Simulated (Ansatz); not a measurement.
# VHgPd5, from a guessed structure to a relaxed one, part 2 of 2

Starting from a made-up structure for VHgPd5, the aim is the relaxed cell, its shortest contacts and, where a second run follows, its electronic structure.

Ansatz 0.2.0; DFT, PBE, plane-wave PAW, files of the set soft_1, scalar-relativistic, ferromagnetic start, cell and ions relaxed at zero pressure; PAW set soft_1 (the session's first sound run).

So far: The structure; Relaxing cell and atoms. The relaxed cell has a = 4.026, c = 7.187 Å (conventional setting).

## Step 3: Electronic structure of the relaxed cell

A second self-consistent run takes a narrower smearing and the mesh shown in its input; the bands follow along the standard path of the relaxed lattice.

This step: DFT, PBE, plane-wave PAW, files of the set soft_1, scalar-relativistic, no spin, bands and density of states at the relaxed cell; PAW set soft_1 (Ansatz 0.2.0).

input.yaml reads:

```yaml
crystal:
  lattice:
    - [4.0258878352, 0.0, 0.0]
    - [0.0, 4.0258878352, 0.0]
    - [0.0, 0.0, 7.1871216845]
  atoms:
    - { symbol: Hg, position: [0.5, 0.5, 0.0] }
    - { symbol: Pd, position: [0.0, 0.5, 0.2922419447] }
    - { symbol: Pd, position: [0.5, 0.0, 0.2922419447] }
    - { symbol: Pd, position: [0.0, 0.5, 0.7077580553] }
    - { symbol: Pd, position: [0.5, 0.0, 0.7077580553] }
    - { symbol: Pd, position: [0.0, 0.0, 0.0] }
    - { symbol: V, position: [0.0, 0.0, 0.5] }
kpoints:
  mp_grid: { grid: [8, 8, 4] }
  band_path:
    path:
      - [[0.0, 0.0, 0.0], [0.0, 0.5, 0.0], [0.5, 0.5, 0.0], [0.0, 0.0, 0.0], [0.0, 0.0, 0.5], [0.0, 0.5, 0.5], [0.5, 0.5, 0.5], [0.0, 0.0, 0.5]]
      - [[0.0, 0.5, 0.0], [0.0, 0.5, 0.5]]
      - [[0.5, 0.5, 0.0], [0.5, 0.5, 0.5]]
    npoints: 8
scf:
  occupations: { method: fermi_dirac, width: 0.03 }
  n_extra_bands: 11
hamiltonian:
  xc: pbe
  pseudopotentials: { kind: paw, azcp: { folder: soft_1 } }
output:
  forces: true
  stress: true
  write_bands: true
  dos: { projected: true }
  write_density: true
  write_potential: true
  elf: true
  volumetric_format: npy
```

On the command line:

```sh
$ ansatz run input.yaml --threads 4 --pin off --max-ram 10240MiB --backend cpu --events-out ev --progress --plain --runs-dir out
```

Numbers of over 12 decimals in the logs are rounded to 6 here.

The program printed:

```text
[...]
Crystal: 7 atoms, lattice volume = 116.487 Å³
Basis set: ecut = 420 eV, 2281 PW (Γ), exchange–correlation on 54×54×100 points (8 copies of the dense FFT grid, shifted against one another)
Bands: 73, of which v1, the nominal top of the filled ones, is band 62 counted from 1 (61 counted from 0)
Symmetry: 16 space group operations
[...]
k-points: 45 of 256
[...]
SCF iter   1: F=—  HF=-51626.933642 eV  |F-HF|=—  |Δ(HF+E_count)|=         —  Δρ=4.75e-1  dr2=5.41e2  ethr=3.10e-3  ⟨swp⟩=5.2  Hψ=9567  notcnv=0
[...]
SCF iter  12: F=-51592.937800 eV  HF=-51592.937800 eV  |F-HF|=6.15e-8  |Δ(HF+E_count)|=   4.36e-8  Δρ=5.95e-6  dr2=6.62e-8  ethr=8.13e-11  ⟨swp⟩=6.9  Hψ=19144  notcnv=0
SCF 1 converged in 12 iterations: F = -51592.937800 eV  dr2 = 6.62e-8
[...]
NSCF: frozen V_eff on 75 k-points
SCF converged after 12 iterations
Free energy (F): -51592.937800 eV
[...]
Internal energy: -51592.928517 eV  (E = F + TS)
E sigma→0 (E₀):  -51592.933158 eV
Entropy (-TS):   -0.009283 eV (-1.326 meV/atom)
Fermi energy:    17.379654 eV
[...]
--- Forces (eV/Å), atoms counted from 1 ---
  atom   1  Hg    -0.00000000     0.00000000     0.00000000
  atom   2  Pd     0.00000000     0.00000000     0.00606653
  atom   3  Pd     0.00000000     0.00000000     0.00606653
  atom   4  Pd     0.00000000     0.00000000    -0.00606653
  atom   5  Pd     0.00000000     0.00000000    -0.00606653
  atom   6  Pd     0.00000000    -0.00000000     0.00000000
  atom   7  V      0.00000000     0.00000000     0.00000000
  max |Σ_I F_I| component: 2.08e-17 eV/Å
--- Stress (GPa, compression-positive) ---
       -0.047325       0.000000       0.000000
        0.000000      -0.047325       0.000000
        0.000000       0.000000       0.006323
  P = ⅓ Tr σ = -0.0294 GPa (-0.294 kbar)
--- Band table (eV; the first three rows and the last of 45) ---
  k-point 0: bands = [... 58 lower, 16.3272, 16.8668, 16.8897, 17.7908, 17.8806, 18.3273, 18.3273, 18.5353, ... 7 higher]
  k-point 1: bands = [... 58 lower, 16.5410, 16.8671, 16.8895, 17.7798, 17.8300, 17.8300, 17.8315, 18.6784, ... 7 higher]
  k-point 2: bands = [... 58 lower, 16.8673, 16.8892, 17.1396, 17.4343, 17.4343, 17.7685, 17.7692, 19.1954, ... 7 higher]
  k-point 44: bands = [... 58 lower, 16.1447, 16.3971, 17.8995, 17.8995, 18.1352, 18.3122, 18.3122, 18.3352, ... 7 higher]
```

Run time: 14 s. Hardware: 4 threads of Arm Neoverse V2, shared host; peak memory 0.82 GiB; 56 s of CPU time.

The column dr2 measures how far the density is from self-consistency, as an energy; F and HF (Harris–Foulkes) agree once it is small.

Numbers from this step:

```
free energy             : -51592.9378 eV
energy at zero smearing : -51592.9332 eV
smearing term TS        : 0.009283 eV
Fermi energy            : 17.38 eV
pressure                : -0.02944 GPa
```

bands.tsv at the labelled points (eV, zero at the Fermi level; the bands that come nearest the Fermi level along the path):

```tsv
point	band 58	band 59	band 60	band 61	band 62	band 63	band 64	band 65
Γ	-1.21	-1.05	-0.51	-0.49	0.41	0.50	0.95	0.95
X	-1.69	-1.52	-1.09	-0.52	-0.38	0.50	0.62	0.69
M	-0.84	-0.38	-0.21	0.30	0.30	0.59	0.59	0.76
Γ	-1.21	-1.05	-0.51	-0.49	0.41	0.50	0.95	0.95
Z	-0.66	-0.51	-0.49	-0.24	0.05	0.05	0.39	0.39
R	-1.46	-1.39	-0.98	-0.64	-0.61	0.33	0.65	0.66
A	-1.37	-1.23	-0.98	0.52	0.52	0.76	0.93	0.93
Z	-0.66	-0.51	-0.49	-0.24	0.05	0.05	0.39	0.39
X	-1.69	-1.52	-1.09	-0.52	-0.38	0.50	0.62	0.69
R	-1.46	-1.39	-0.98	-0.64	-0.61	0.33	0.65	0.66
M	-0.84	-0.38	-0.21	0.30	0.30	0.59	0.59	0.76
A	-1.37	-1.23	-0.98	0.52	0.52	0.76	0.93	0.93
```

Valence density in the ac plane at fractional y = 0.000, with atoms of Pd and V within 0.2 Å of it. It is the smooth field of the valence electrons, not physical close to the nuclei.

Values in e/Å³, 24 rows by 14 columns, each cell a mean:
```
13 10  4  1  0  0  0  0  0  0  0  1  6 11
 7  5  2  1  0  0  0  0  0  0  0  1  3  6
 1  1  1  0  0  0  0  0  0  0  0  0  1  1
 0  0  0  0  0  0  1  1  1  0  0  0  0  0
 0  0  0  0  1  2  4  5  3  1  0  0  0  0
 0  0  0  0  1  4 10 11  8  3  1  0  0  0
 0  0  0  0  2  7 14 16 11  5  1  0  0  0
 0  0  0  0  2  6 12 14 10  4  1  0  0  0
 1  0  0  0  1  2  5  6  4  2  1  0  0  0
 2  2  1  0  1  1  2  2  1  1  0  0  1  2
10  7  2  1  0  0  0  0  0  0  0  1  4  8
15 10  3  1  0  0  0  0  0  0  0  1  5 12
12  8  2  1  0  0  0  0  0  0  0  1  4  9
 5  3  1  0  0  1  1  1  1  0  0  1  2  4
 1  1  0  0  1  2  4  5  3  1  1  0  0  1
 0  0  0  0  1  4 10 11  8  3  1  0  0  0
 0  0  0  0  2  7 14 16 11  5  1  0  0  0
 0  0  0  0  2  6 12 14 10  4  1  0  0  0
 0  0  0  0  1  2  5  6  4  2  0  0  0  0
 0  0  0  0  0  1  1  2  1  1  0  0  0  0
 1  1  0  0  0  0  0  0  0  0  0  0  1  1
 4  3  1  0  0  0  0  0  0  0  0  1  2  3
12  9  3  1  0  0  0  0  0  0  0  1  5 10
16 12  5  1  0  0  0  0  0  0  0  2  8 13
```
Columns run along a (4.0 Å), rows up along c (7.2 Å). Atoms in or near the plane, at fractional coordinates: Pd at (0.50, 0.29), Pd at (0.50, 0.71), Pd at (0.00, 0.00), V at (0.00, 0.50).

Electrostatic potential energy in the ac plane at fractional y = 0.000, with atoms of Pd and V within 0.2 Å of it. With pseudopotentials it is smooth inside the atoms' cores, unlike the true potential.

Ten even steps from '_' (-54 eV) to '@' (20 eV), each cell a mean:
```
__..==##@@@@@@@@@@@@@@**--..
::--**%%@@@@@@@@@@@@@@%%++--
**##%%@@@@@@@@@@@@@@@@@@%%##
@@@@@@@@@@@@%%##%%@@@@@@@@@@
@@@@@@@@%%**==--++**@@@@@@@@
@@@@@@@@**==..__::==%%@@@@@@
@@@@@@@@++::______--##@@@@@@
@@@@@@@@**--____..==##@@@@@@
##%%%%@@##++----==**%%@@%%##
==++##%%%%%%****##%%%%%%**++
----++##@@@@@@@@@@@@%%##==--
==--==##@@@@@@@@@@@@%%**--==
==--==##@@@@@@@@@@@@%%**==--
--==**%%@@%%%%##%%%%%%##++==
**##%%%%%%**==--==**%%%%%%##
%%@@@@@@**==..__::==%%@@@@@@
@@@@@@@@++::______--##@@@@@@
@@@@@@@@**--____..==##@@@@@@
@@@@@@@@%%++----==**%%@@@@@@
@@@@@@@@@@%%****##%%@@@@@@@@
##%%@@@@@@@@@@@@@@@@@@@@%%%%
==++##@@@@@@@@@@@@@@@@%%**==
..::++##@@@@@@@@@@@@@@##--..
____==##@@@@@@@@@@@@%%**::__
```
Columns run along a (4.0 Å; values clipped at the 3rd and 97th percentile), rows up along c (7.2 Å). Atoms in or near the plane, at fractional coordinates: Pd at (0.50, 0.29), Pd at (0.50, 0.71), Pd at (0.00, 0.00), V at (0.00, 0.50).

ELF in the ac plane at fractional y = 0.000, with atoms of Pd and V within 0.2 Å of it. It is the smooth field of the valence electrons, not physical close to the nuclei.

Values, 24 rows by 14 columns, each cell a mean:
```
0.26 0.33 0.45 0.36 0.19 0.16 0.14 0.14 0.14 0.16 0.24 0.40 0.42 0.30
0.41 0.43 0.40 0.28 0.18 0.16 0.15 0.15 0.15 0.16 0.20 0.32 0.43 0.42
0.40 0.36 0.26 0.20 0.17 0.17 0.18 0.19 0.17 0.17 0.18 0.21 0.30 0.37
0.23 0.21 0.19 0.17 0.17 0.22 0.30 0.32 0.27 0.20 0.16 0.18 0.20 0.22
0.18 0.18 0.17 0.16 0.25 0.38 0.43 0.43 0.42 0.35 0.20 0.16 0.18 0.18
0.21 0.21 0.19 0.19 0.35 0.43 0.34 0.30 0.38 0.42 0.28 0.18 0.20 0.21
0.22 0.23 0.24 0.25 0.42 0.40 0.25 0.22 0.30 0.43 0.35 0.24 0.24 0.23
0.13 0.18 0.26 0.29 0.42 0.41 0.28 0.25 0.32 0.43 0.36 0.28 0.23 0.16
0.13 0.14 0.20 0.28 0.37 0.42 0.41 0.40 0.42 0.41 0.33 0.26 0.16 0.13
0.43 0.39 0.26 0.23 0.31 0.34 0.38 0.39 0.37 0.34 0.29 0.22 0.31 0.41
0.70 0.69 0.48 0.23 0.25 0.27 0.24 0.23 0.25 0.28 0.21 0.27 0.60 0.70
0.70 0.71 0.55 0.24 0.21 0.28 0.24 0.23 0.26 0.27 0.17 0.31 0.66 0.71
0.70 0.70 0.51 0.23 0.23 0.28 0.23 0.22 0.25 0.28 0.20 0.29 0.63 0.71
0.58 0.55 0.35 0.22 0.29 0.30 0.32 0.32 0.31 0.30 0.26 0.23 0.44 0.56
0.18 0.17 0.19 0.27 0.36 0.41 0.42 0.42 0.42 0.40 0.32 0.25 0.17 0.17
0.10 0.13 0.24 0.29 0.40 0.42 0.33 0.30 0.36 0.43 0.36 0.28 0.20 0.12
0.21 0.23 0.25 0.26 0.42 0.40 0.24 0.22 0.30 0.43 0.36 0.25 0.25 0.22
0.23 0.23 0.21 0.22 0.39 0.42 0.29 0.25 0.34 0.43 0.32 0.20 0.22 0.23
0.19 0.19 0.18 0.17 0.28 0.40 0.42 0.41 0.42 0.38 0.22 0.17 0.18 0.19
0.19 0.18 0.18 0.17 0.19 0.28 0.37 0.39 0.34 0.25 0.17 0.17 0.18 0.18
0.35 0.31 0.23 0.19 0.17 0.17 0.20 0.21 0.18 0.17 0.17 0.20 0.27 0.33
0.45 0.44 0.35 0.24 0.17 0.16 0.16 0.16 0.16 0.16 0.19 0.27 0.40 0.44
0.29 0.36 0.44 0.34 0.19 0.16 0.14 0.14 0.15 0.16 0.23 0.38 0.43 0.34
0.21 0.29 0.45 0.39 0.20 0.16 0.13 0.13 0.14 0.16 0.26 0.42 0.40 0.25
```
Columns run along a (4.0 Å), rows up along c (7.2 Å). Atoms in or near the plane, at fractional coordinates: Pd at (0.50, 0.29), Pd at (0.50, 0.71), Pd at (0.00, 0.00), V at (0.00, 0.50).

## Step 4: Results

- space group, relaxed: P4/mmm
- conventional cell: a = 4.026, b = 4.026, c = 7.187 Å; α = 90.0°, β = 90.0°, γ = 90.0°
- volume per atom: 16.64 Å³ (guess 15.51)
- total moment: 0.00 μB in the cell of 7 atoms

VHgPd5 relaxes to P4/mmm with a = 4.026, b = 4.026 and c = 7.187 Å. The guessed volume was 7 % too small. The space group P4/mmm was held in the relaxation, so the end point is a stationary structure within it and may be a saddle against distortions or other arrangements. The moments died out from this one start and weren't seeded again at the relaxed cell. Bands cross the Fermi level, so it is a metal or semimetal at this level. The electron count is odd, which forces that without spin polarisation or a larger cell. On the 8×8×4 mesh with the narrower smearing (relaxed on 7×7×4) the largest force component is 0.006 eV/Å and the largest stress component is 0.047 GPa, within the relaxation's thresholds of 0.015 eV/Å and 0.05 GPa. The cutoff wasn't tested. Spin-orbit coupling is left out, which can matter for elements this heavy. No dispersion term is used, so weakly bound directions may come out too long. Nothing here tests whether the compound is stable against decomposition.

[Logs are printed without paths, hosts, clocks, repeated set-up lines and the standing remarks that a program may print on its own settings, such as how far it seeks lower states.]

[Hosts, paths, dates, database ids (printed as entryN), source tags and the programs' standing remarks are cut or masked in the printed files.]
